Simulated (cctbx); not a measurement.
## Nb4Ge6SbW5: as given, inverted or twinned?

Space group Amm2 (no. 38), a = 5.5010 Å, b = 14.0260 Å, c = 8.0470 Å, α = 90.00°, β = 90.00°, γ = 90.00°.

```
atom  mult.       x       y       z  Ueq (Å²)
  W1      4       0  0.1256  0.1297    0.0167
  W2      2       0       0  0.7420    0.0077
  W3      4     1/2  0.3705  0.3729    0.0166
 Sb1      2     1/2       0  0.2581    0.0132
 Nb1      8  0.2515  0.1665  0.5080    0.0130
 Ge1      4       0  0.3097  0.3038    0.0131
 Ge2      2       0       0  0.3923    0.0144
 Ge3      4     1/2  0.1964  0.1936    0.0202
 Ge4      2     1/2       0  0.6264    0.0156
```

This is a model crystal, built by substitution and not relaxed, with assumed displacement parameters.

Data sets are simulated with cctbx and refined with Bijvoet mates kept apart; Flack x is then fitted as the share of an inverted twin with the atoms fixed, Hooft y from the Bijvoet differences. The group is acentric but holds improper operations, so there is an absolute structure (orientation) and no hand.

Untwinned crystal. What Flack and Hooft values should come out?

| λ (Å) | extinction (unmodelled) | d min (Å) | top counts | error (%) | model | R1 | Flack x | s.u. | Hooft y | s.u. | pairs |
| --- | --- | --- | --- | --- | --- | --- | --- | --- | --- | --- | --- |
| 0.71073 | 0 | 0.77 | 20000 | 6 | as given | 0.0167 | -0.004 | 0.007 | 0.002 | 0.011 | 377 |
| 0.71073 | 0 | 0.77 | 20000 | 6 | inverted | 0.0504 | 0.943 | 0.019 | 1.073 | 0.014 | 377 |
| 1.54184 | 0.3 | 0.83 | 70000 | 1.5 | as given | 0.0093 | 0.010 | 0.005 | -0.005 | 0.008 | 302 |

With Mo Kα, x is within 3 s.u. of 0, so the absolute structure is right. With Cu Kα, x is within 3 s.u. of 0, so the absolute structure is right. Inverting the model turns x into about 1 − x.

A further crystal gives:

```
  λ (Å)  extinction (unmodelled)  d min (Å)  top counts  error (%)     model      R1  Flack x  s.u.  Hooft y   s.u.  pairs
0.56087                        0       0.65        5000          3  as given  0.0300     0.30  0.05    0.280  0.042    619
```

**Question.** What is it?

It was simulated as an inversion twin with a fraction 0.3 of the inverted domain. Flack x is over 3 s.u. from both 0 and 1 and reads that fraction.

[Logs are printed without paths, hosts, clocks, repeated set-up lines and the standing remarks that a program may print on its own settings, such as how far it seeks lower states.]
